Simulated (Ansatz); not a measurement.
# K on Ag(111): change of the work function, part 2 of 4

How does one ordered layer of K (top site) change the work function of Ag(111), and what dipole does each adsorbate carry?

Ansatz 0.2.0; plane-wave DFT, LDA, Ansatz PAW.

So far, work function, upper face (eV): step 2 (the clean slab) 4.82.

## (3) Adsorbate added

System of this step: KAg16 (K/Ag(111)). The cell holds 17 atoms: 16 Ag and 1 K. Its edges and angles: a = 5.784 Å, b = 5.784 Å, c = 28.481 Å, α = 90.0°, β = 90.0°, γ = 60.0°. Vacuum lies along c.

The clean slab as it ended is repeated in the plane and the adsorbate is set on one face; the cell's size fixes the coverage, and the k-mesh shrinks with it to keep the sampling density about even. Adsorbate and upper layers relax, since the dipole depends on the height.

Input file input.yaml:

```yaml
crystal:
  lattice:
    - [5.7841334702, 1.0e-10, 0.0]
    - [2.892066735, 5.0092065241, 0.0]
    - [0.0, 0.0, 28.4809529761]
  atoms:
    - { symbol: Ag, position: [0.0, 0.0, 0.3160006622] }
    - { symbol: Ag, position: [0.1666666667, 0.1666666667, 0.3989109006] }
    - { symbol: Ag, position: [0.3333333333, 0.3333333333, 0.4771612537] }
    - { symbol: Ag, position: [0.0, 0.0, 0.555703069] }
    - { symbol: Ag, position: [0.0, 0.5, 0.3160006622] }
    - { symbol: Ag, position: [0.1666666667, 0.6666666667, 0.3989109006] }
    - { symbol: Ag, position: [0.3333333333, 0.8333333333, 0.4771612537] }
    - { symbol: Ag, position: [0.0, 0.5, 0.555703069] }
    - { symbol: Ag, position: [0.5, 0.0, 0.3160006622] }
    - { symbol: Ag, position: [0.6666666667, 0.1666666667, 0.3989109006] }
    - { symbol: Ag, position: [0.8333333333, 0.3333333333, 0.4771612537] }
    - { symbol: Ag, position: [0.5, 0.0, 0.555703069] }
    - { symbol: Ag, position: [0.5, 0.5, 0.3160006622] }
    - { symbol: Ag, position: [0.6666666667, 0.6666666667, 0.3989109006] }
    - { symbol: Ag, position: [0.8333333333, 0.8333333333, 0.4771612537] }
    - { symbol: Ag, position: [0.5, 0.5, 0.555703069] }
    - { symbol: K, position: [0.0, 0.0, 0.6839993378] }
kpoints:
  mp_grid: { grid: [6, 6, 1] }
hamiltonian:
  xc: lda
scf:
  occupations: { method: fermi_dirac, width: 0.1 }
  convergence: { dr2_threshold: 1.0e-08 }
efield:
  axis: 3
  dipole_correction: true
  ramp_position: 0.97
  ramp_width: 0.06
relax:
  f_tol: 0.02
  max_steps: 60
  constraints: [{ sites: [0, 1, 4, 5, 8, 9, 12, 13] }]
output:
  bader: true
  dos: { projected: true, e_range: [-8, 4] }
  write_potential: true
  write_density: true
  volumetric_format: npy
  elf: true
```

On the command line:

```sh
$ ansatz run input.yaml --threads 4 --pin off --max-ram 6144MiB --backend cpu --events-out ev --progress --plain --runs-dir out
```

Log:

```text
[...]
Crystal: 17 atoms, lattice volume = 825.205 Å³
Basis set: ecut = 420 eV, 16199 PW (Γ)
Bands: 188, of which v1, the nominal top of the filled ones, is band 157 counted from 1 (156 counted from 0)
Symmetry: 6 space group operations
[...]
k-points: 7 of 36 (time reversal used)
[...]
SCF iter   1: F=—  HF=-120822.868326 eV  |F-HF|=—  |Δ(HF+E_count)|=         —  Δρ=7.38e-3  dr2=8.56e-1  ethr=1.77e-3  p=0.371 e·Å  D=8.13e-2 V/Å  ΔV_dip=-2.32 eV  dr2_dipole=3.54e-2  V_vac-E_F(+/−)=2.39/4.71 eV  ⟨swp⟩=6.9  Hψ=5276  notcnv=0  defer=78
[...]
SCF iter  11: F=-120822.722215 eV  HF=-120822.722215 eV  |F-HF|=2.26e-9  |Δ(HF+E_count)|=   1.07e-8  Δρ=6.49e-7  dr2=8.29e-9  ethr=3.19e-12  p=0.396 e·Å  D=8.68e-2 V/Å  ΔV_dip=-2.47 eV  dr2_dipole=7.83e-12  V_vac-E_F(+/−)=2.32/4.79 eV  ⟨swp⟩=13.1  Hψ=10131  notcnv=0
SCF 1 converged in 11 iterations: F = -120822.722215 eV  dr2 = 8.29e-9
[...]
relax step   1: F+E_penalty+E_count = -120822.72221455 eV  Δ(F+E_penalty+E_count) = +0.000e0 eV  max|allowed force component| = 5.941e-1 eV/Å  Δτ_max = 0.0000 Å  (11 SCF iters, accepted)
[...]
SCF iter   9: F=-120822.795366 eV  HF=-120822.795366 eV  |F-HF|=2.43e-9  |Δ(HF+E_count)|=   5.09e-9  Δρ=6.92e-7  dr2=4.65e-9  ethr=3.19e-12  p=0.404 e·Å  D=8.86e-2 V/Å  ΔV_dip=-2.52 eV  dr2_dipole=4.20e-11  V_vac-E_F(+/−)=2.27/4.79 eV  ⟨swp⟩=12.7  Hψ=8567  notcnv=0
SCF 2 converged in 9 iterations: F = -120822.795366 eV  dr2 = 4.65e-9
[...]
relax step   2: F+E_penalty+E_count = -120822.79536622 eV  Δ(F+E_penalty+E_count) = -7.315e-2 eV  max|allowed force component| = 6.140e-1 eV/Å  Δτ_max = 0.1181 Å  (9 SCF iters, accepted)
SCF iter   1: F=—  HF=-120822.929188 eV  |F-HF|=—  |Δ(HF+E_count)|=         —  Δρ=1.07e-3  dr2=1.76e-2  ethr=8.75e-5  p=0.404 e·Å  D=8.86e-2 V/Å  ΔV_dip=-2.52 eV  dr2_dipole=4.46e-3  V_vac-E_F(+/−)=2.27/4.79 eV  ⟨swp⟩=5.7  Hψ=3151  notcnv=0  defer=109
[...]
SCF iter   9: F=-120822.926576 eV  HF=-120822.926576 eV  |F-HF|=3.00e-9  |Δ(HF+E_count)|=   1.40e-8  Δρ=4.86e-7  dr2=6.93e-9  ethr=3.19e-12  p=0.420 e·Å  D=9.20e-2 V/Å  ΔV_dip=-2.62 eV  dr2_dipole=6.35e-11  V_vac-E_F(+/−)=2.18/4.80 eV  ⟨swp⟩=14.0  Hψ=8711  notcnv=0
SCF 3 converged in 9 iterations: F = -120822.926576 eV  dr2 = 6.93e-9
relax step   3: F+E_penalty+E_count = -120822.92657631 eV  Δ(F+E_penalty+E_count) = -1.312e-1 eV  max|allowed force component| = 5.757e-1 eV/Å  Δτ_max = 0.1953 Å  (9 SCF iters, accepted)
[...]
relax step   4: F+E_penalty+E_count = -120823.03170683 eV  Δ(F+E_penalty+E_count) = -1.051e-1 eV  max|allowed force component| = 4.493e-1 eV/Å  Δτ_max = 0.1948 Å  (9 SCF iters, accepted)
[...]
relax step   5: F+E_penalty+E_count = -120823.10211778 eV  Δ(F+E_penalty+E_count) = -7.041e-2 eV  max|allowed force component| = 2.320e-1 eV/Å  Δτ_max = 0.1950 Å  (8 SCF iters, accepted)
SCF iter   1: F=—  HF=-120823.142499 eV  |F-HF|=—  |Δ(HF+E_count)|=         —  Δρ=1.91e-3  dr2=3.12e-2  ethr=7.33e-5  p=0.453 e·Å  D=9.94e-2 V/Å  ΔV_dip=-2.83 eV  dr2_dipole=5.99e-4  V_vac-E_F(+/−)=1.96/4.79 eV  ⟨swp⟩=6.7  Hψ=3863  notcnv=0  defer=110
[...]
SCF iter   9: F=-120823.132636 eV  HF=-120823.132636 eV  |F-HF|=1.46e-10  |Δ(HF+E_count)|=  6.40e-10  Δρ=4.51e-7  dr2=4.63e-9  ethr=3.19e-12  p=0.468 e·Å  D=1.03e-1 V/Å  ΔV_dip=-2.92 eV  dr2_dipole=1.98e-10  V_vac-E_F(+/−)=1.86/4.79 eV  ⟨swp⟩=14.0  Hψ=8705  notcnv=0
SCF 6 converged in 9 iterations: F = -120823.132636 eV  dr2 = 4.63e-9
relax step   6: F+E_penalty+E_count = -120823.13263586 eV  Δ(F+E_penalty+E_count) = -3.052e-2 eV  max|allowed force component| = 1.455e-2 eV/Å  Δτ_max = 0.2000 Å  (9 SCF iters, accepted)
NSCF: frozen V_eff on 7 k-points
[...]
SCF converged after 9 iterations
Free energy (F): -120823.132636 eV
[...]
Internal energy: -120822.951327 eV  (E = F + TS)
E sigma→0 (E₀):  -120823.041981 eV
Entropy (-TS):   -0.181309 eV (-10.665 meV/atom)
Fermi energy:    3.890562 eV
Dipole field:    D = 0.102632 V/Å  (p = 0.468042 e·Å, saw-weighted, corrected)
Work function:   Φ+ = 1.8646 eV   Φ− = 4.7877 eV
[...]
--- Forces (eV/Å), atoms counted from 1 ---
  atom   1  Ag     0.00000000    -0.00000000     0.38382105
  atom   2  Ag     0.02596663     0.01499184    -0.31677828
  atom   3  Ag     0.00000000     0.00000000     0.00952405
  atom   4  Ag     0.00000000     0.00000000    -0.00642614
  atom   5  Ag     0.00044483    -0.00025683     0.37372965
  atom   6  Ag     0.00000000    -0.02998368    -0.31677828
  atom   7  Ag    -0.00711377     0.00410714    -0.01455477
  atom   8  Ag     0.00480307    -0.00277306    -0.01426755
  atom   9  Ag    -0.00000000     0.00051365     0.37372965
  atom  10  Ag    -0.02596663     0.01499184    -0.31677828
  atom  11  Ag     0.00000000    -0.00821427    -0.01455477
  atom  12  Ag    -0.00000000     0.00554611    -0.01426755
  atom  13  Ag    -0.00044483    -0.00025683     0.37372965
  atom  14  Ag     0.00000000    -0.00000000    -0.47546825
  atom  15  Ag     0.00711377     0.00410714    -0.01455477
  atom  16  Ag    -0.00480307    -0.00277306    -0.01426755
  atom  17  K      0.00000000     0.00000000     0.00363228
  max |Σ_I F_I| component: 5.30e-4 eV/Å
--- Band table (eV; the first three rows and the last of 7) ---
  k-point 0: bands = [... 153 lower, 3.7303, 3.7303, 3.7606, 4.3475, 4.5526, 4.5526, 4.6194, 5.0563, ... 27 higher]
  k-point 1: bands = [... 153 lower, 3.1126, 3.5618, 3.5766, 3.9147, 4.2609, 4.2966, 4.5119, 4.6144, ... 27 higher]
  k-point 2: bands = [... 153 lower, 3.2615, 3.3887, 3.4059, 3.4305, 4.1405, 4.1640, 4.5597, 5.3629, ... 27 higher]
  k-point 6: bands = [... 153 lower, 1.3063, 2.8100, 2.8259, 2.8463, 4.8713, 4.8886, 4.8931, 5.8329, ... 27 higher]
--- Relaxed structure (6 steps of the walk, 6 accepted, 0 SCFs on fresh bases) ---
  F+E_penalty+E_count = -120823.13263586 eV   max|allowed force component| = 1.455e-2 eV/Å
  atoms:
    - { symbol: Ag, position: [0.0, 0.0, 0.316001] }
    - { symbol: Ag, position: [0.166667, 0.166667, 0.398911] }
    - { symbol: Ag, position: [0.333333, 0.333333, 0.478507] }
    - { symbol: Ag, position: [0, 0, 0.551823] }
    - { symbol: Ag, position: [0.0, 0.5, 0.316001] }
    - { symbol: Ag, position: [0.166667, 0.666667, 0.398911] }
    - { symbol: Ag, position: [0.338291, 0.830855, 0.477178] }
    - { symbol: Ag, position: [-0.00063367, 0.500317, 0.558578] }
    - { symbol: Ag, position: [0.5, 0.0, 0.316001] }
    - { symbol: Ag, position: [0.666667, 0.166667, 0.398911] }
    - { symbol: Ag, position: [0.830855, 0.338291, 0.477178] }
    - { symbol: Ag, position: [0.500317, -0.00063367, 0.558578] }
    - { symbol: Ag, position: [0.5, 0.5, 0.316001] }
    - { symbol: Ag, position: [0.666667, 0.666667, 0.398911] }
    - { symbol: Ag, position: [0.830855, 0.830855, 0.477178] }
    - { symbol: Ag, position: [0.500317, 0.500317, 0.558578] }
    - { symbol: K, position: [0, 0, 0.652286] }
--- Bader charges: 17 sites ---
  site symbol  charge [e]  shift [e]
     0     Ag     -0.0177     0.0000
     1     Ag      0.0168     0.0000
     2     Ag      0.0155     0.0000
     3     Ag     -0.1438     0.0000
     4     Ag     -0.0190     0.0000
     5     Ag      0.0168     0.0000
     6     Ag      0.0093     0.0000
     7     Ag     -0.1729     0.0000
     8     Ag     -0.0190     0.0000
     9     Ag      0.0168     0.0000
    10     Ag      0.0093     0.0000
    11     Ag     -0.1729     0.0000
    12     Ag     -0.0190     0.0000
    13     Ag      0.0140     0.0000
    14     Ag      0.0094     0.0000
    15     Ag     -0.1729     0.0000
    16      K      0.6289     0.0000
  estimated error of the sums over rays = 4.7e-4 e
```

Elapsed: 4.1 min, on 4 threads of Arm Neoverse V1, shared host; peak memory 3.4 GiB.

Step by step:

```csv
step,energy less that of the first step (eV),largest force component (eV/Å)
1,0.0000,0.5941
2,-0.0732,0.6140
3,-0.2044,0.5757
4,-0.3095,0.4493
5,-0.3799,0.2320
6,-0.4104,0.0146
```

Forces are held to the 6 operations that the program found; a distortion that breaks them can't arise in this run.

The atoms that moved most (Å):

```csv
atom,dx,dy,dz,length
K17,0.000,0.000,-0.903,0.903
Ag4,0.000,0.000,-0.111,0.111
Ag8,-0.003,0.002,0.082,0.082
Ag12,0.000,-0.003,0.082,0.082
Ag16,0.003,0.002,0.082,0.082
Ag3,0.000,0.000,0.038,0.038
Ag11,0.000,0.025,0.000,0.025
Ag7,0.022,-0.012,0.000,0.025
```

Numbers from this step:

| Property | Result |
| --- | --- |
| energy at zero smearing | -120823.0420 eV |
| work function, upper face | 1.865 eV |
| work function, lower face | 4.788 eV |
| dipole along the normal | 0.4680 e·Å |
| step between the vacuum levels | -2.923 eV |

Running mean over 2.361 Å of the planar mean; the ramp of the sawtooth is left out. The electron's electrostatic potential energy less the Fermi level by z:

| z (Å) | electron's electrostatic potential energy less the Fermi level (eV) |
| --- | --- |
| 4 | 4.79 |
| 5 | 4.78 |
| 6 | 4.72 |
| 7 | 3.83 |
| 8 | -1.99 |
| 9 | -5.63 |
| 10 | -5.81 |
| 11 | -5.87 |
| 12 | -6.45 |
| 13 | -6.42 |
| 14 | -6.21 |
| 15 | -6.46 |
| 16 | -5.69 |
| 17 | -2.25 |
| 18 | 0.247 |
| 19 | -0.301 |
| 20 | 0.772 |
| 21 | 1.60 |
| 22 | 1.79 |
| 23 | 1.84 |
| 24 | 1.86 |
| 25 | 1.86 |

The density of states has structure finer than the step of the table below, so its rows give means over 0.5 eV. Peaks (eV: height): -5.59: 77.4, -4.78: 82.3, -4.30: 128, -3.85: 70.9, -3.43: 71.9, -3.07: 75.6, -3.01: 108.

The density of states by energy, zero at the Fermi level; means over each step:

```
energy (eV)  density of states (states/eV a cell)
       -7.5                                  1.06
       -7.0                                  1.45
       -6.5                                  12.8
       -6.0                                  38.4
       -5.5                                  40.7
       -5.0                                  42.6
       -4.5                                  55.2
       -4.0                                  46.6
       -3.5                                  50.2
       -3.0                                  44.8
       -2.5                                  3.11
       -2.0                                  4.36
       -1.5                                  3.57
       -1.0                                  5.15
       -0.5                                  4.49
        0.0                                  5.77
        0.5                                  5.67
        1.0                                  5.85
        1.5                                  7.17
```

Projected DOS per atom over height of the atomic layer and energy from the Fermi level. Layers: Ag4 Ag4 Ag4 Ag4 K from below.

Ten even steps from '0' (0.00 states/eV) to '9' (4.08 states/eV), each cell a mean:
```
00000
00001
00002
00001
00001
00000
00000
00000
00000
00000
34320
87870
95680
95590
98790
45550
66460
37850
03410
00000
00000
00000
```
Columns: height of the atomic layer (Å) from 9 to 18.6 (not evenly spaced); rows upwards: energy from the Fermi level (eV) from -7.96 to 1.95.

Electrostatic potential energy in the ca plane at fractional y = 0.000, with atoms of Ag and K within 0.2 Å of it. With pseudopotentials it is smooth inside the atoms' cores, unlike the true potential.

Ten even steps from '0' (-35 eV) to '9' (7 eV), each cell a mean:
```
02699999999999973000488720005899999999999999
35899888999888986324799863247899999999999999
78998657898767899878999987788999999999999999
99997546898546899999999999999999999999999999
78998657898667899877899999999999999999999999
35899888999888998423589999999999999999999999
02699999999999995100269999999999999999999999
02699999999999995100169999999999999999999999
13799999999999996211379999999999999999999999
57998778999778998655799999999999999999999999
89998546898656899999999999999999999999999999
89998546898656899989999998889999999999999999
57998778999878998556899976568899999999999999
13799999999999984102589840016899999999999999
01699999999999972000388710004899999999999999
```
Columns run along c (16.0 Å, from fractional 0.32 to 0.89 of the cell; values clipped at the 3rd and 97th percentile), rows up along a (5.8 Å). Atoms in or near the plane, at fractional coordinates: Ag at (0.55, 0.00), Ag at (0.56, 0.50), K at (0.65, 0.00).

Valence density in the ca plane at fractional y = 0.000, with atoms of Ag and K within 0.2 Å of it. It is the smooth field of the valence electrons, not physical close to the nuclei.

Ten steps, logarithmic in the rise over the least value, from '0' (0 e/Å³) to '9' (19 e/Å³), each cell a mean:
```
96311111111111126898521256663100000000000000
64211222111222123665310134542000000000000000
22112333212333211232110012210000000000000000
11112443212343211111100000000000000000000000
22112333212333211232210000000000000000000000
64211222111222112566420000000000000000000000
96311111111111114799731000000000000000000000
97311111101111124899741000000000000000000000
85211111111111113688631000000000000000000000
43111232111232112344310000000000000000000000
11112343212343211121100000000000000000000000
11112343212343211121100001100000000000000000
43111232111222112443210123331000000000000000
85211111111111125787411245653100000000000000
97311111101111136998521256664100000000000000
```
Columns run along c (16.0 Å, from fractional 0.32 to 0.89 of the cell), rows up along a (5.8 Å). Atoms in or near the plane, at fractional coordinates: Ag at (0.55, 0.00), Ag at (0.56, 0.50), K at (0.65, 0.00).

ELF in the ca plane at fractional y = 0.000, with atoms of Ag and K within 0.2 Å of it. It is the smooth field of the valence electrons, not physical close to the nuclei.

Ten even steps from '0' (0.00) to '9' (0.87), each cell a mean:
```
75322221111122225787421499899510001111000000
53211222211222223554321279997300011110000000
22112332222232222222221026763100011110000000
11112343222343222222221000110000011100000000
22112332222333212222222100000000111100000000
53211222212222212455422211000011111000000000
75322221111122223688632221111111111000000000
86322221111122224698632222111111111000000000
64211222111222223566532221111111111000000000
32212222222222212333322210000001111100000000
22112343222343212222222100000000111100000000
22112343222333222222221012431000011110000000
32212222222222222343221158986200011110000000
64211221111122224676421399998510001110000000
86322221111122225897521598799610001111000000
```
Columns run along c (16.0 Å, from fractional 0.32 to 0.89 of the cell), rows up along a (5.8 Å). Atoms in or near the plane, at fractional coordinates: Ag at (0.55, 0.00), Ag at (0.56, 0.50), K at (0.65, 0.00).

The relaxation took 6 steps and lowered the energy by 0.41 eV; the largest force on the free atoms ends at 0.015 eV/Å.

By hand: a sheet of dipoles makes a step −p/(ε₀A) in the electron's potential. With e/ε₀ = 180.95 V·Å, p = 0.4680 e·Å and A = 28.97 Å², that is −180.95 × (0.4680) / 28.97 = -2.923 eV, and the two vacuum levels of the run differ by -2.923 eV.

The covered face has 1.86 eV, -2.96 eV against the clean one; the bare back face has moved by -0.09 eV, a measure of how thin the slab is.

## (4) Work function against coverage

This step: plane-wave DFT, LDA, Ansatz PAW; work function against coverage (Ansatz 0.2.0).

The runs are now put side by side.

This step gave:

* work function of the clean face: 4.821 eV
* largest change of the work function: -2.956 eV

Work function of the covered face against coverage:

```csv
coverage (adsorbates/nm²),work function of the covered face (eV)
0.00,4.82
3.45,1.86
```

The dipole per adsorbate comes from the change of the cell's dipole. Coverage, by row:

```csv
coverage (1/nm²),coverage (ML),work function (eV),change (eV),"dipole per adsorbate, positive end outwards (debye)",mean height of the added atoms over the highest substrate atom (Å)
3.451,0.25,1.865,-2.956,2.207,2.669
```

## (5) The covered slab, atoms frozen

This step: plane-wave DFT, LDA, Ansatz PAW (Ansatz 0.2.0).

To see where the charge goes, the covered slab, the bare substrate and the adsorbate layer are each run at the same frozen positions and on the same grid.

Input file input.yaml:

```yaml
crystal:
  lattice:
    - [5.7841334702, 1.0e-10, 0.0]
    - [2.892066735, 5.0092065241, 0.0]
    - [0.0, 0.0, 28.4809529761]
  atoms:
    - { symbol: Ag, position: [0.0, 0.0, 0.3160006622] }
    - { symbol: Ag, position: [0.1666666667, 0.1666666667, 0.3989109006] }
    - { symbol: Ag, position: [0.3333333333, 0.3333333333, 0.4785068584] }
    - { symbol: Ag, position: [0.0, 0.0, 0.551823071] }
    - { symbol: Ag, position: [0.0, 0.5, 0.3160006622] }
    - { symbol: Ag, position: [0.1666666667, 0.6666666667, 0.3989109006] }
    - { symbol: Ag, position: [0.3382907177, 0.8308546412, 0.4771777848] }
    - { symbol: Ag, position: [-0.0006336696, 0.5003168348, 0.5585781296] }
    - { symbol: Ag, position: [0.5, 0.0, 0.3160006622] }
    - { symbol: Ag, position: [0.6666666667, 0.1666666667, 0.3989109006] }
    - { symbol: Ag, position: [0.8308546412, 0.3382907177, 0.4771777848] }
    - { symbol: Ag, position: [0.5003168348, -0.0006336696, 0.5585781296] }
    - { symbol: Ag, position: [0.5, 0.5, 0.3160006622] }
    - { symbol: Ag, position: [0.6666666667, 0.6666666667, 0.3989109006] }
    - { symbol: Ag, position: [0.8308546412, 0.8308546412, 0.4771777848] }
    - { symbol: Ag, position: [0.5003168348, 0.5003168348, 0.5585781296] }
    - { symbol: K, position: [0.0, 0.0, 0.6522856245] }
kpoints:
  mp_grid: { grid: [6, 6, 1] }
hamiltonian:
  xc: lda
scf:
  occupations: { method: fermi_dirac, width: 0.1 }
  convergence: { dr2_threshold: 1.0e-08 }
efield:
  axis: 3
  dipole_correction: true
  ramp_position: 0.97
  ramp_width: 0.06
output:
  write_potential: true
  write_density: true
  volumetric_format: npy
```

Log:

```text
[...]
Crystal: 17 atoms, lattice volume = 825.205 Å³
Basis set: ecut = 420 eV, 16199 PW (Γ)
Bands: 188, of which v1, the nominal top of the filled ones, is band 157 counted from 1 (156 counted from 0)
Symmetry: 6 space group operations
[...]
k-points: 7 of 36 (time reversal used)
[...]
SCF iter   1: F=—  HF=-120823.330154 eV  |F-HF|=—  |Δ(HF+E_count)|=         —  Δρ=7.26e-3  dr2=1.32e0  ethr=1.77e-3  p=0.335 e·Å  D=7.34e-2 V/Å  ΔV_dip=-2.09 eV  dr2_dipole=3.62e-1  V_vac-E_F(+/−)=2.55/4.64 eV  ⟨swp⟩=6.7  Hψ=5290  notcnv=0  defer=86
[...]
SCF iter  11: F=-120823.132636 eV  HF=-120823.132636 eV  |F-HF|=3.39e-9  |Δ(HF+E_count)|=   1.08e-8  Δρ=7.57e-7  dr2=9.27e-9  ethr=3.19e-12  p=0.468 e·Å  D=1.03e-1 V/Å  ΔV_dip=-2.92 eV  dr2_dipole=2.52e-9  V_vac-E_F(+/−)=1.86/4.79 eV  ⟨swp⟩=13.9  Hψ=6451  notcnv=0
SCF 1 converged in 11 iterations: F = -120823.132636 eV  dr2 = 9.27e-9
[...]
SCF converged after 11 iterations
Free energy (F): -120823.132636 eV
[...]
Internal energy: -120822.951327 eV  (E = F + TS)
E sigma→0 (E₀):  -120823.041982 eV
Entropy (-TS):   -0.181309 eV (-10.665 meV/atom)
Fermi energy:    3.890529 eV
Dipole field:    D = 0.102615 V/Å  (p = 0.467964 e·Å, saw-weighted, corrected)
Work function:   Φ+ = 1.8648 eV   Φ− = 4.7874 eV
[...]
--- Band table (eV; the first three rows and the last of 7) ---
  k-point 0: bands = [... 153 lower, 3.7302, 3.7302, 3.7606, 4.3474, 4.5525, 4.5525, 4.6193, 5.0563, ... 27 higher]
  k-point 1: bands = [... 153 lower, 3.1125, 3.5617, 3.5766, 3.9147, 4.2609, 4.2965, 4.5119, 4.6144, ... 27 higher]
  k-point 2: bands = [... 153 lower, 3.2615, 3.3887, 3.4059, 3.4305, 4.1405, 4.1639, 4.5597, 5.3629, ... 27 higher]
  k-point 6: bands = [... 153 lower, 1.3062, 2.8100, 2.8259, 2.8463, 4.8713, 4.8886, 4.8931, 5.8328, ... 27 higher]
```

It took 58 s on 4 threads; peak memory 3.2 GiB.

Numbers from this step:

* work function, lower face: 4.787 eV

The work function of the upper face is 1.86 eV.

[end of part 2 of 4]

[Long decimals in the printed logs are rounded to 6 places.]

[Logs are printed without paths, hosts, clocks, repeated set-up lines and the standing remarks that a program may print on its own settings, such as how far it seeks lower states.]

[Hosts, paths, dates, database ids (printed as entryN), source tags and the programs' standing remarks are cut or masked in the printed files.]

[Maps of the electrostatic potential energy from Ansatz leave out the sawtooth potential of an applied field or a dipole correction, so their vacuum need not be flat; planar profiles and work functions include it.]

[The density of states shown here was stored with 400 of the rows of the run's finer table, so its peaks can read low, often by over a quarter, or be missed, and its means over a window can be off by a tenth or more.]
